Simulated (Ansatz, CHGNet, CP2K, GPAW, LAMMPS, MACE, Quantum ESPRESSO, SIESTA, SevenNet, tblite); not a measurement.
# Which run comes nearest? Glassy 69SiO2-19Al2O3-6SrO-6Li2O (mol %) (106 atoms)

Density of this cell: 2.31 g/cm³. The cell holds 106 atoms: 22 Si, 12 Al, 2 Sr, 4 Li and 66 O. Its edges and angles: a = 11.659 Å, b = 11.659 Å, c = 11.659 Å, α = 90.0°, β = 90.0°, γ = 90.0°. 106 atoms (22 Si, 12 Al, 2 Sr, 4 Li, 66 O) placed at random at 2.31 g/cm³, melted at 4000 K for 10 ps at fixed volume with the Morse and Coulomb pair potential with partial charges (Pedone, Malavasi, Menziani, Cormack and Segre, J. Phys. Chem. B 110, 11780 (2006)). Quenched from 4000 K to 300 K at 50 K/ps and fixed volume, held 5 ps.

Geometry: as built.

The reference, a calculation:

- method: Kohn-Sham DFT, PBE, SSSP efficiency 1.3.0 pseudopotentials, plane waves (Quantum ESPRESSO 7.5); sssp-pbe-1.3.0-efficiency, cutoffs 60/480 Ry, Γ point
- r.m.s. force component: 1.325 eV/Å
- longest force: 5.255 eV/Å
- pressure: 1.859 GPa
- gap (highest filled to lowest empty level): 2.915 eV
- time: 4.8 min on 4 MPI ranks of Arm Neoverse V2, shared host
- CPU time: 19 min

**Question.** The same geometry is run in other programs. How far does each lie from the reference, and what does it cost?
- CP2K PBE, SZV-MOLOPT-SR, 600/50 Ry, OT DIIS (CP2K 2026.2; 2 threads)
- SIESTA PBE, DZP, shift 0.01 Ry, mesh 500 Ry (SIESTA 5.4.2; 4 MPI ranks)
- SIESTA PBE, DZ, shift 0.01 Ry, mesh 500 Ry (SIESTA 5.4.2; 2 MPI ranks)
- CP2K PBE, SZV-MOLOPT-SR, 600/50 Ry, TRS4 filter 1e-04, SCF 1e-05 (CP2K 2026.2; 2 threads)
- SevenNet l3i5 potential (SevenNet l3i5; 1 thread)
- SIESTA PBE, DZP, shift 0.04 Ry, mesh 500 Ry (SIESTA 5.4.2; 2 MPI ranks)
- CP2K PBE, DZVP-MOLOPT-SR, 600/50 Ry, diagonalisation (CP2K 2026.2; 4 MPI ranks)
- QE PBE, sssp-1.3.0-efficiency, 20/160 Ry (Quantum ESPRESSO 7.5; 2 MPI ranks)
- CHGNet r2SCAN potential (CHGNet r2SCAN; 1 thread)
- CP2K PBE, DZVP-MOLOPT-SR, 420/50 Ry, OT DIIS (CP2K 2026.2; 4 MPI ranks)

Differences are against the plane-wave reference, forces as r.m.s. over components; share is that over the reference's r.m.s. force, slope the least-squares factor from reference forces to these. Total energies of different programs have different zeros and aren't compared.

| run | Δ force, r.m.s. (meV/Å) | share (%) | slope | Δ pressure (GPa) | Δ gap (eV) | cores | CPU time | memory (GiB) |
| --- | --- | --- | --- | --- | --- | --- | --- | --- |
| reference | - | - | - | - | - | 4 | 19 min | 5.3 |
| CP2K PBE, SZV-MOLOPT-SR, 600/50 Ry, OT DIIS (coarse) | 921 | 69.5 | 1.334 | 16.5 | -0.951 | 2 | 5.8 min | 2.2 |
| SIESTA PBE, DZP, shift 0.01 Ry, mesh 500 Ry | 305 | 23.0 | 1.138 | 4.31 | -0.0135 | 4 | 6.9 min | 3.2 |
| SIESTA PBE, DZ, shift 0.01 Ry, mesh 500 Ry (coarse) | 777 | 58.6 | 1.312 | 11.4 | -0.125 | 2 | 2.8 min | 1.8 |
| CP2K PBE, SZV-MOLOPT-SR, 600/50 Ry, TRS4 filter 1e-04, SCF 1e-05 (coarse) | 926 | 69.8 | 1.334 | 16.6 | - | 2 | 72 s | 2.1 |
| SevenNet l3i5 potential | 66.4 | 5.01 | 0.975 | -0.269 | - | 1 | 9.2 s | 1.6 |
| SIESTA PBE, DZP, shift 0.04 Ry, mesh 500 Ry (coarse) | 319 | 24.1 | 1.089 | -3.37 | -0.195 | 2 | 3.2 min | 1.9 |
| CP2K PBE, DZVP-MOLOPT-SR, 600/50 Ry, diagonalisation | 100 | 7.55 | 0.973 | -0.143 | -0.0783 | 4 | 5.7 min | 5.6 |
| QE PBE, sssp-1.3.0-efficiency, 20/160 Ry (coarse) | 302 | 22.8 | 1.153 | -149 | -0.483 | 2 | 3.2 min | 1.1 |
| CHGNet r2SCAN potential | 329 | 24.9 | 0.800 | -4.04 | - | 1 | 3.6 s | 1.3 |
| CP2K PBE, DZVP-MOLOPT-SR, 420/50 Ry, OT DIIS (coarse) | 127 | 9.58 | 0.974 | -0.109 | -0.0828 | 4 | 7.3 min | 2.7 |

Rows marked coarse were listed beforehand as settings not expected to be converged; some can still land near the reference.

Times of the machine-learned potentials are mostly Python's start and the loading of weights.

CPU time is summed over cores on a shared host, where runs went side by side, so it is rough. Symmetry, cutoffs, thresholds, outputs and thread counts weren't matched or tuned between programs; memory under MPI is the largest rank's times the ranks.

The PBE runs in local orbitals, coarse settings apart, differ by 7.5 % (CP2K PBE, DZVP-MOLOPT-SR, 600/50 Ry, diagonalisation) to 23 % (SIESTA PBE, DZP, shift 0.01 Ry, mesh 500 Ry); basis, grid and potentials can all enter. Machine-learned potentials differ by 5.0 % (SevenNet l3i5 potential) to 25 % (CHGNet r2SCAN potential); they were trained on other programs' data, some at another functional. Runs with settings chosen to be coarse differ by 9.6 % (CP2K PBE, DZVP-MOLOPT-SR, 420/50 Ry, OT DIIS) to 70 % (CP2K PBE, SZV-MOLOPT-SR, 600/50 Ry, TRS4 filter 1e-04, SCF 1e-05), their programs' other errors included. Of the electronic-structure runs that take under half the reference's CPU time, CP2K PBE, DZVP-MOLOPT-SR, 600/50 Ry, diagonalisation comes nearest, at 7.5 % in 5.7 min against 19 min. Machine-learned potentials mimic data converged in k, so the reference's own k-point error enters their differences. The network of bonds at the start is that of the classical potential that made the cell, and needn't be the one that DFT or experiment would give. The electronic-structure runs sample only Γ, in a cell whose shortest periodic width is 12 Å.

[Hosts, paths, dates, database ids (printed as entryN), source tags and the programs' standing remarks are cut or masked in the printed files.]
